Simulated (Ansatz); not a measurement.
## HfSi (model cell, started as CsCl type): following an unstable mode

Which phase does HfSi (model cell, started as CsCl type) fall into along its unstable mode, and how much energy does it gain?

Program: Ansatz 0.2.0. Level of theory: DFT LDA, scalar-relativistic, plane waves, PAW. Results are calculated unless marked as measured.

The structure was built from a prototype and need not be the compound's stable phase.

## Step 1: The structure

The structure is cubic, space group Pm-3m (No. 221). The conventional cell has a = 3.223 Å, b = 3.223 Å, c = 3.223 Å, α = 90.00°, β = 90.00°, γ = 90.00°. Nearest to Hf lie 8 Si at 2.79 Å. Si has 8 Hf at 2.79 Å nearest. Farther neighbours are not listed.

## Step 2: The dispersion

The cell comes from relaxations at this level that are not shown. Stability and thermal properties need the whole zone. Linear response on a 4×4×4 q mesh gives force constants as far as a supercell of that size would.

Input file input.yaml:

```yaml
crystal:
  lattice:
    - [3.2232760924, 0.0, 0.0]
    - [0.0, 3.2232760924, 0.0]
    - [0.0, 0.0, 3.2232760924]
  atoms:
    - { symbol: Hf, position: [0.0, 0.0, 0.0] }
    - { symbol: Si, position: [0.5, 0.5, 0.5] }
kpoints:
  mp_grid: { grid: [16, 16, 16] }
hamiltonian:
  xc: lda
scf:
  occupations: { method: methfessel_paxton, width: 0.2 }
output:
  eigenvalues: true
phonons:
  method: dfpt
  qmesh: [4, 4, 4]
  temperatures: { t_max: 1000, t_step: 50 }
  qpath:
    path:
      - [[0.0, 0.0, 0.0], [0.0, 0.5, 0.0], [0.5, 0.5, 0.0], [0.0, 0.0, 0.0], [0.5, 0.5, 0.5], [0.0, 0.5, 0.0]]
      - [[0.5, 0.5, 0.5], [0.5, 0.5, 0.0]]
    npoints: 10
```

Run with:

```sh
$ ansatz run input.yaml --threads 4 --pin off --max-ram 7168MiB --backend cpu --events-out ev --progress --plain --runs-dir out
```

Numbers of over 12 decimals in the logs are rounded to 6 here.

Output:

```text
Engine: ansatz 0.2.0, aarch64-unknown-linux-gnu
Pseudopotentials: kind: paw
Pseudopotential: Hf, paw, valence charge 26, recommended cutoff 420 eV (normal), Hf.paw.azcp
Pseudopotential: Si, paw, valence charge 4, recommended cutoff 420 eV (normal), Si.paw.azcp
Functional definition: SPW92
  exchange = slater_x
  correlation = pw_c
Crystal: 2 atoms, lattice volume = 33.488 Å³
Basis set: ecut = 420 eV, 691 PW (Γ), exchange–correlation on 48×48×48 points (8 copies of the dense FFT grid, shifted against one another)
Bands: 19, of which v1, the nominal top of the filled ones, is band 15 counted from 1 (14 counted from 0)
Symmetry: 48 space group operations
k-points: 165 of 4096
Non-local potential: Hf, projectors of the file, l = 0: 3, l = 1: 2, l = 2: 2, l = 3: 3
Non-local potential: Si, projectors of the file, l = 0: 2, l = 1: 2, l = 2: 2
PAW form: soft (Blöchl's): semilocal exchange-correlation on the pseudo side does not see the compensation charge
PAW frozen core: Hf, regenerated for the run's functional, and the local potential with it (the file was generated under x = pbe(κ = 0.804, μ = 0.219515), c = pbe(β = 0.066725))
PAW frozen core: Si, regenerated for the run's functional, and the local potential with it (the file was generated under x = pbe(κ = 0.804, μ = 0.219515), c = pbe(β = 0.066725))
PAW one-centre angular grid: Hf, 590 points (default); XC on 64 Gauss nodes
PAW one-centre angular grid: Si, 110 points (default); XC on 64 Gauss nodes
Initial density: superposition of atomic densities (neutral atoms: chi_scale 0, normalization atom), corrected by the library's trained network
Initial wavefunctions: pseudopotential atomic-orbital guess
Functional: x = slater, c = lda
SCF iter   1: F=—  HF=-16086.157872 eV  |F-HF|=—  |Δ(HF+E_count)|=         —  Δρ=7.52e-3  dr2=2.16e-2  ethr=1.77e-3  ⟨swp⟩=4.9  Hψ=13126  notcnv=0
preconditioner: auto → none  [metal: Δε(μ)=0.015 eV  Ē_g=16.642 eV  σ=0.200 eV  W_gap=0.06  n_scr=6 (ndim 8)  ℏωp=34.0 eV  f_vac=0.000  D(μ)=2.45/eV (n_scr^D=26)  sad-step TF]
SCF iter   2: F=—  HF=-16086.154140 eV  |F-HF|=—  |Δ(HF+E_count)|=   3.73e-3  S|Δr|=    0.00e0  Δρ=4.27e-3  dr2=6.05e-3  ethr=7.20e-5  ⟨swp⟩=1.0  Hψ=4466  notcnv=0
SCF iter   3: F=—  HF=-16086.153340 eV  |F-HF|=—  |Δ(HF+E_count)|=   8.00e-4  S|Δr|=    0.00e0  Δρ=1.07e-3  dr2=2.73e-4  ethr=2.02e-5  ⟨swp⟩=2.0  Hψ=4942  notcnv=0
SCF iter   4: F=—  HF=-16086.152696 eV  |F-HF|=—  |Δ(HF+E_count)|=   6.44e-4  S|Δr|=    0.00e0  Δρ=2.79e-4  dr2=2.23e-5  ethr=9.12e-7  ⟨swp⟩=2.1  Hψ=5645  notcnv=0  defer=1
SCF iter   5: F=—  HF=-16086.152702 eV  |F-HF|=—  |Δ(HF+E_count)|=   6.47e-6  S|Δr|=    0.00e0  Δρ=7.24e-5  dr2=1.20e-6  ethr=7.42e-8  ⟨swp⟩=2.0  Hψ=5622  notcnv=0  defer=1
SCF iter   6: F=—  HF=-16086.152702 eV  |F-HF|=—  |Δ(HF+E_count)|=   2.16e-7  S|Δr|=    0.00e0  Δρ=1.80e-5  dr2=1.86e-7  ethr=4.00e-9  ⟨swp⟩=2.0  Hψ=5659  notcnv=0  defer=1
SCF iter   7: F=—  HF=-16086.152702 eV  |F-HF|=—  |Δ(HF+E_count)|=   4.61e-8  S|Δr|=    0.00e0  Δρ=1.02e-6  dr2=2.16e-10  ethr=6.19e-10  ⟨swp⟩=2.0  Hψ=3812  notcnv=0  defer=1
SCF iter   8: F=-16086.152702 eV  HF=-16086.152702 eV  |F-HF|=5.46e-12  |Δ(HF+E_count)|=  1.36e-10  S|Δr|=    0.00e0  Δρ=1.63e-7  dr2=5.43e-12  ethr=1.00e-12  ⟨swp⟩=4.4  Hψ=17026  notcnv=0
the search or the solves at the SCF's close seem to have found levels that the self-consistency loop had missed (the run counts 1). By its estimate they hold under 1e-12 electrons; where the run keeps them, the occupations were computed again with them
SCF 1 converged in 8 iterations: F = -16086.152702 eV  dr2 = 5.43e-12
  greatest PAW one-centre occupation: 0.998 electrons in one spin orbital (limit 2), on the Hf atom at site 0 (counted from 0), in its partial waves of l = 3
Initial density: read from a saved state, or passed on in memory by an earlier SCF of this step, an earlier step, the calling program or the single point that the run made first
iter 1 solved again at ethr=3.74e-9 eV; its pass at ethr=3.10e-3 eV (dr2=1.12e-6 eV) is discarded
SCF iter   1: F=—  HF=-16086.152702 eV  |F-HF|=—  |Δ(HF+E_count)|=         —  Δρ=1.60e-7  dr2=3.93e-12  ethr=3.74e-9  ⟨swp⟩=4.0  Hψ=23700  notcnv=0
eigensolver tolerance schedule: the retry pair's looser diagonalisation over-reported the residual by 286103.60 of it (diagonalisation noise at 0.53 of the residual, at the tolerance the schedule requests for it); recorded, not acted on — ethr = c·dr2/N_el stays at c = 1.0e-1
preconditioner: auto → none  [metal: Δε(μ)=0.008 eV  Ē_g=16.575 eV  σ=0.200 eV  W_gap=0.03  n_scr=6 (ndim 8)  ℏωp=34.0 eV  f_vac=0.000  D(μ)=2.49/eV (n_scr^D=26)]
SCF iter   2: F=-16086.152702 eV  HF=-16086.152702 eV  |F-HF|=5.46e-12  |Δ(HF+E_count)|=  8.20e-10  S|Δr|=    0.00e0  Δρ=5.69e-8  dr2=3.68e-13  ethr=1.00e-12  ⟨swp⟩=6.4  Hψ=14094  notcnv=0
SCF 2 converged in 2 iterations: F = -16086.152702 eV  dr2 = 3.68e-13
phonons: the bands overlap, so this run is a metal and interpolates without the dipole-dipole term. If the crystal is really an insulator or semiconductor, its LO-TO splitting is missing
NSCF: frozen V_eff on 165 k-points
NSCF: frozen V_eff on 405 k-points
DFPT response loops at q = (0, 0, 0) (fractional): preconditioner auto → Kerker (q_TF=auto, 2.679 Å⁻¹) (partly filled bands, converged f_vac=0.000); β = 1.00, the filter's whole step (`scf.mixing.beta` (0.50) is not read by the response loops under this deck's `scf.mixing.preconditioner`; to damp them name `kerker` or `kerker_dos`, under which they read `scf.mixing.beta`, and type it under 1.00, their step now; both keys bind the ground state too); Broyden in place of MSR1
NSCF: frozen V_eff on 2592 k-points
DFPT response loops at q = (0, 0, 0.25) (fractional): mixed as the last ones told, above
NSCF: frozen V_eff on 1458 k-points
DFPT response loops at q = (0, 0, -0.5) (fractional): mixed as the last ones told, above
NSCF: frozen V_eff on 4608 k-points
DFPT response loops at q = (0, 0.25, 0.25) (fractional): mixed as the last ones told, above
NSCF: frozen V_eff on 2592 k-points
DFPT response loops at q = (0, 0.25, -0.5) (fractional): mixed as the last ones told, above
NSCF: frozen V_eff on 1458 k-points
DFPT response loops at q = (0, -0.5, -0.5) (fractional): mixed as the last ones told, above
NSCF: frozen V_eff on 4352 k-points
DFPT response loops at q = (0.25, 0.25, 0.25) (fractional): mixed as the last ones told, above
NSCF: frozen V_eff on 4608 k-points
DFPT response loops at q = (0.25, 0.25, -0.5) (fractional): mixed as the last ones told, above
NSCF: frozen V_eff on 2592 k-points
DFPT response loops at q = (0.25, -0.5, -0.5) (fractional): mixed as the last ones told, above
NSCF: frozen V_eff on 810 k-points
DFPT response loops at q = (-0.5, -0.5, -0.5) (fractional): mixed as the last ones told, above
SCF converged after 8 iterations
Stability not checked: this state was not tested for a lower state beside it, because cold or Methfessel-Paxton smearing, or corrected tetrahedra, fill the levels in a way that the test cannot read (fill_not_monotonic; see scf.lower_state_search)
Free energy (F): -16086.152702 eV
Harris-Foulkes:  -16086.152702 eV  (|F-HF|=5.46e-12)
Internal energy: -16086.150960 eV  (E = F + TS)
E sigma→0 (E₀):  -16086.152267 eV
Entropy (-TS):   -0.001742 eV (-0.871 meV/atom)
Fermi energy:    17.583675 eV
--- Per-component energies (eV) ---
  E_band       = 28.411659
  E_kinetic    = 469.911748
  E_local      = -5805.736526  (includes V_loc(G=0)·N_el)
  E_nonlocal   = -1205.681736
  E_hartree    = 2737.794207
  E_xc         = -354.769985
  E_vxc        = -316.857872  (∫ρ·V_xc dr)
  E_paw        = -7171.960494  (= ΣΔE_a)
  E_vpaw       = 1411.187408  (= ΣTr[D̂ρ^β])
  E_aug_tail   = 0.000005  (compensation charges beyond the density's cutoff)
  E_ewald      = -4758.249752
  E_core_change = 2.541573  (= ΣΔE_core)
  E_smearing   = -0.001742  (= −TS)
  E_closure    = 0.000000  (closes the sum)
  Σ components = -16086.152702   (vs F -16086.152702, Δ=0.00e0)
--- Band table (eV; the first three rows and the last of 165) ---
  k-point 0: bands = [... 11 lower, 6.2285, 15.5915, 15.5915, 19.7303, 19.7303, 19.7303, 21.3995, 21.3995]
  k-point 1: bands = [... 11 lower, 6.2994, 15.5332, 15.6302, 19.4901, 19.4901, 19.5994, 21.4222, 21.6594]
  k-point 2: bands = [... 11 lower, 6.5086, 15.2948, 15.7438, 19.0018, 19.0018, 19.4196, 21.4877, 22.2123]
  k-point 164: bands = [... 11 lower, 12.8150, 12.8150, 12.8150, 13.3304, 21.2456, 21.2456, 21.2456, 24.0866]
--- Phonons (Γ-DFPT): 2 representative perturbations + reference (Σ response iterations 6) ---
  ASR residual: 6.300e-5 → 0.000e0 eV/Å²; symmetrization residual: 7.709e-7 eV/Å²
  ASR residual per site (eV/Å²): 6.30e-5 9.51e-6
  Γ frequencies (cm⁻¹): 0.00 0.00 0.00 224.55 224.55 224.55
--- Phonons (arbitrary-q DFPT): 10 irreducible q on the 4×4×4 mesh ---
  q = [0.0000, 0.0000, 0.0000] (star 1, of the zone-centre solve; hermiticity 3.43e-7, symmetrization 1.07e-12): -0.00 0.00 0.00 224.55 224.55 224.55
  q = [0.0000, 0.0000, 0.2500] (star 6, 4 solved perturbations in 4032 linear systems a pass and spin channel, the states on 1296 of 4096 k-point pairs; hermiticity 1.59e-7, symmetrization 2.96e-13): -70.40 -70.40 4.40 223.20 223.20 240.29
  q = [0.0000, 0.0000, -0.5000] (star 3, 4 solved perturbations in 2268 linear systems a pass and spin channel, the states on 729 of 4096 k-point pairs; hermiticity 2.64e-14, symmetrization 2.73e-12): -68.03 -68.03 106.28 195.73 195.73 212.36
  q = [0.0000, 0.2500, 0.2500] (star 12, 4 solved perturbations in 7056 linear systems a pass and spin channel, the states on 2304 of 4096 k-point pairs; hermiticity 1.75e-7, symmetrization 8.48e-14): -97.05 -43.93 88.01 199.69 219.38 250.17
  q = [0.0000, 0.2500, -0.5000] (star 12, 6 solved perturbations on 1296 of 4096 k-point pairs; hermiticity 5.68e-8, symmetrization 5.74e-14): -36.29 33.30 52.49 199.83 224.43 234.17
  q = [0.0000, -0.5000, -0.5000] (star 3, 4 solved perturbations in 2268 linear systems a pass and spin channel, the states on 729 of 4096 k-point pairs; hermiticity 5.44e-8, symmetrization 6.46e-13): -89.23 -89.23 31.79 147.63 247.18 247.18
  q = [0.2500, 0.2500, 0.2500] (star 8, 2 solved perturbations on 2176 of 4096 k-point pairs; hermiticity 1.52e-7, symmetrization 1.57e-12): -77.63 -77.63 55.80 179.09 220.19 220.19
  q = [0.2500, 0.2500, -0.5000] (star 12, 4 solved perturbations in 7056 linear systems a pass and spin channel, the states on 2304 of 4096 k-point pairs; hermiticity 2.77e-8, symmetrization 2.91e-12): -40.26 -32.34 78.06 192.83 208.22 234.01
  q = [0.2500, -0.5000, -0.5000] (star 6, 4 solved perturbations in 4032 linear systems a pass and spin channel, the states on 1296 of 4096 k-point pairs; hermiticity 5.50e-8, symmetrization 3.96e-13): 49.81 49.81 93.57 182.37 216.72 216.72
  q = [-0.5000, -0.5000, -0.5000] (star 1, 2 solved perturbations on 405 of 4096 k-point pairs; hermiticity 4.81e-14, symmetrization 1.81e-11): 98.29 98.29 98.29 152.10 152.10 152.10
  sum rule: each row above includes the acoustic sum rule's correction from the zone centre's row sums; it moved no ω² by more than (0.31 cm⁻¹)²
  mesh force constants: q→R imaginary residual 6.56e-18; ASR residual 6.300e-5 → 0.000e0 eV/Å²; symmetrization residual 3.553e-15 eV/Å²
  interpolated dispersion: 62 rows × 6 modes
  density of states and harmonic sums: on the 20×20×20 q-mesh, interpolated from the force constants of a 4×4×4 supercell (no non-analytic term)
  largest difference from the sums on the solved wave vectors: F 6.17e-3 eV, S 7.49e-6 and C_V 8.19e-7 eV/K
  zero-point energy: 0.045210 eV/cell   skipped modes (ω ≤ 0): 458, of them read as no rigid motion or as one in doubt: 455 (1.599e0 modes/cell left out, lowest -97.43 cm⁻¹)   left out of the sums: 2.67e-1 of the cell's modes: C_V's classical limit lies that fraction below 3 k_B per atom; for a crystal, a wire or a layer, F and S can be off by more, and a phonons.interpolated_qmesh denser along its periods is the remedy for the sampling
```

The job ended after 11 min (4 threads of Arm Neoverse V2, shared host; peak memory 3.7 GiB).

This step gave:

```yaml
volume_per_atom: 16.74 Å³
gap_on_the_k_mesh: 0 eV
sum_rule_residual_before_enforcement: 6.30e-5 eV/Å²
lowest_frequency_on_the_path: -97.05 cm⁻¹
point_group: m-3m
highest_frequency_on_the_path_or_at_a_solved_wavevector: 250.2 cm⁻¹
highest_optical_mode_at_the_zone_centre_no_lo_to_term: 224.6 cm⁻¹
lowest_optical_zone_centre_mode: 224.6 cm⁻¹
lowest_mode_on_the_q_mesh_acoustic_modes_at_gamma_apart: -97.05 cm⁻¹
```

Frequencies (cm⁻¹) solved at each irreducible wavevector; negative means imaginary. Frequencies by wavevector, by row:

```tsv
q in reciprocal lattice units	star	mode 1	mode 2	mode 3	mode 4	mode 5	mode 6
0 0 0	1	0	0	0	224.6	224.6	224.6
0 0 0.25	6	-70.4	-70.4	4.4	223.2	223.2	240.3
0 0 -0.5	3	-68	-68	106.3	195.7	195.7	212.4
0 0.25 0.25	12	-97	-43.9	88	199.7	219.4	250.2
0 0.25 -0.5	12	-36.3	33.3	52.5	199.8	224.4	234.2
0 -0.5 -0.5	3	-89.2	-89.2	31.8	147.6	247.2	247.2
0.25 0.25 0.25	8	-77.6	-77.6	55.8	179.1	220.2	220.2
0.25 0.25 -0.5	12	-40.3	-32.3	78.1	192.8	208.2	234
0.25 -0.5 -0.5	6	49.8	49.8	93.6	182.4	216.7	216.7
-0.5 -0.5 -0.5	1	98.3	98.3	98.3	152.1	152.1	152.1
```

Interpolated from a 4×4×4 q mesh. The phonon branches at the labelled points (cm⁻¹):

```tsv
point	branch 1	branch 2	branch 3	branch 4	branch 5	branch 6
Γ	0	0	0	224	224	224
halfway	-70	-70	4	223	223	240
X	-68	-68	106	196	196	212
halfway	-36	33	52	200	224	234
M	-89	-89	32	148	247	247
halfway	-97	-44	88	200	219	250
Γ	0	0	0	224	224	224
halfway	-78	-78	56	179	220	220
R	98	98	98	152	152	152
halfway	-40	-32	78	193	208	234
X	-68	-68	106	196	196	212
jump to R	98	98	98	152	152	152
halfway	50	50	94	182	217	217
M	-89	-89	32	148	247	247
```

The phonon branches as a text plot (rows in cm⁻¹):

```
    243 |   **      *************    **                       ***
    228 |**** *   ***    *    *******  *           *****
    214 |    *******      **** *    *   ***         *** **   *
    200 |      *****      *****      **  ***      ********  *
    185 |           **                  *   *    ***       ***
    171 |             *  *             *     *   *         *  *
    156 |               *                     ***         *    **
    142 |              *
    127 |
    113 |       *                                        *
     98 |      * *                           ******     * ****
     84 |         *        ***         *    **   * **  *   *
     69 |     *    *          *      **    *      *  **     * *
     55 |                 *    *    *   *   *     *          * *
     40 |    *      *** **                         *  *         *
     26 |              *  *     *  *
     11 |   *                    *                   *
     -3 |          *              *        *
    -18 |**         *      **    *                 *
    -32 | **       *             * *     **         *  *
    -46 |  *      * *    *   *  *                   ***
    -61 |       **   *        ***   *                  ***    *
    -75 |   ****      * ***             *                      *
    -90 |              **  *****     ***                        *
         Γ      X      M          Γ            R        X|R     M
```

Symmetry leaves 10 wavevectors to solve. The lowest mode among them, the acoustic zeros apart, lies at q = (0, 0.25, 0.25) and is imaginary, 97.0i cm⁻¹, so the energy falls along it.

## Step 3: The mode frozen in, largest atomic shift 0 Å

The mode followed lies at q = (0, -0.5, -0.5) with frequency 89.2i cm⁻¹ and is 2-fold degenerate, one of the unstable modes though not the softest. At small amplitude the distorted cell has space group no. 65 by a symmetry search on the positions. The undistorted cell that holds it gives the zero of energy on the same k mesh.

System of this step: HfSi (model cell, started as CsCl type). The structure is cubic, space group Pm-3m (No. 221). The conventional cell has a = 3.223 Å, b = 3.223 Å, c = 3.223 Å, α = 90.00°, β = 90.00°, γ = 90.00°. Nearest to Hf lie 8 Si at 2.79 Å. Nearest to Si lie 8 Hf at 2.79 Å. Farther neighbours are not listed.

Input file input.yaml:

```yaml
crystal:
  lattice:
    - [-3.2232760924, 0.0, 0.0]
    - [0.0, -3.2232760924, -3.2232760924]
    - [0.0, -3.2232760924, 3.2232760924]
  atoms:
    - { symbol: Hf, position: [1.0, 0.5, 0.5] }
    - { symbol: Hf, position: [1.0, 1.0, 1.0] }
    - { symbol: Si, position: [0.5, 0.0, 0.5] }
    - { symbol: Si, position: [0.5, 0.5, 0.0] }
kpoints:
  mp_grid: { grid: [14, 10, 10] }
hamiltonian:
  xc: lda
scf:
  occupations: { method: methfessel_paxton, width: 0.2 }
output:
  forces: true
  stress: true
  eigenvalues: true
```

Output:

```text
[...]
Crystal: 4 atoms, lattice volume = 66.977 Å³
Basis set: ecut = 420 eV, 1347 PW (Γ)
Bands: 36, of which v1, the nominal top of the filled ones, is band 30 counted from 1 (29 counted from 0)
Symmetry: 32 space group operations
[...]
k-points: 168 of 1400
[...]
k-point 0: bands = [... 26 lower, 15.3522, 15.5914, 15.5931, 18.9634, 18.9634, 19.7299, 19.7299, 19.7299, ... 2 higher]
  k-point 1: bands = [... 26 lower, 15.5565, 15.6078, 15.9438, 18.8272, 19.0103, 19.2158, 19.4474, 19.8249, ... 2 higher]
  k-point 2: bands = [... 26 lower, 15.4583, 15.5990, 16.7001, 18.3375, 18.5472, 18.9670, 19.1488, 20.0915, ... 2 higher]
  k-point 167: bands = [... 26 lower, 14.6607, 14.6607, 15.3546, 15.3546, 18.9630, 18.9630, 18.9640, 18.9640, ... 2 higher]
[key lines of the parts left out:]
SCF converged after 8 iterations
Free energy (F): -32172.306782 eV
Fermi energy:    17.586929 eV
P = ⅓ Tr σ = -0.0722 GPa (-0.722 kbar)
```

Run time: 5.9 s. Hardware: 4 threads; peak memory 0.56 GiB.

This step gave:

- pressure: -0.07217 GPa
- energy from the undistorted cell: 0 meV/atom

The run ends at a pressure of -0.07 GPa.

## Step 4: The mode frozen in, largest atomic shift 0.22 Å

The atoms are moved along the unstable eigenvector, the largest shift by 0.22 Å, with the cell fixed.

input.yaml, the sections that differ from step 3:

```yaml
crystal:
  lattice:
    - [-3.2232760924, 0.0, 0.0]
    - [0.0, -3.2232760924, -3.2232760924]
    - [0.0, -3.2232760924, 3.2232760924]
  atoms:
    - { symbol: Hf, position: [1.0, 0.5205925848, 0.4794074152] }
    - { symbol: Hf, position: [1.0, 0.9794074152, 1.0205925848] }
    - { symbol: Si, position: [0.5, 0.0341267694, 0.5341267694] }
    - { symbol: Si, position: [0.5, 0.4658732306, -0.0341267694] }
# kpoints, hamiltonian, scf, output: as in step 3
```

Output:

```text
[...]
Crystal: 4 atoms, lattice volume = 66.977 Å³
Basis set: ecut = 420 eV, 1347 PW (Γ)
Bands: 36, of which v1, the nominal top of the filled ones, is band 30 counted from 1 (29 counted from 0)
Symmetry: 8 space group operations
[...]
k-points: 248 of 1400
[...]
k-point 0: bands = [... 26 lower, 15.2218, 15.5834, 16.0667, 18.5708, 19.0921, 19.4485, 20.0161, 20.0316, ... 2 higher]
  k-point 1: bands = [... 26 lower, 15.5668, 15.6898, 16.1420, 18.5119, 19.0571, 19.1626, 19.7218, 19.8999, ... 2 higher]
  k-point 2: bands = [... 26 lower, 15.5642, 15.8403, 16.6196, 18.3148, 18.4248, 19.0468, 19.3036, 19.9685, ... 2 higher]
  k-point 247: bands = [... 26 lower, 14.6558, 14.7607, 15.4898, 15.8952, 18.8743, 19.0540, 19.1525, 19.2699, ... 2 higher]
[key lines of the parts left out:]
SCF converged after 7 iterations
Free energy (F): -32172.384037 eV
Fermi energy:    17.608085 eV
P = ⅓ Tr σ = -0.7462 GPa (-7.462 kbar)
```

It took 7.8 s on 4 threads; peak memory 0.67 GiB; 30 s of CPU time.

This step gave:

```
pressure                         : -0.7462 GPa
energy from the undistorted cell : -19.61 meV/atom
```

The energy, extrapolated to zero smearing, is -19.61 meV/atom against the undistorted cell.

The run ends at a pressure of -0.75 GPa, with forces up to 0.18 eV/Å.

(Continued in part 2 of 3.)

[Logs are printed without paths, hosts, clocks, repeated set-up lines and the standing remarks that a program may print on its own settings, such as how far it seeks lower states.]

[Hosts, paths, dates, database ids (printed as entryN), source tags and the programs' standing remarks are cut or masked in the printed files.]
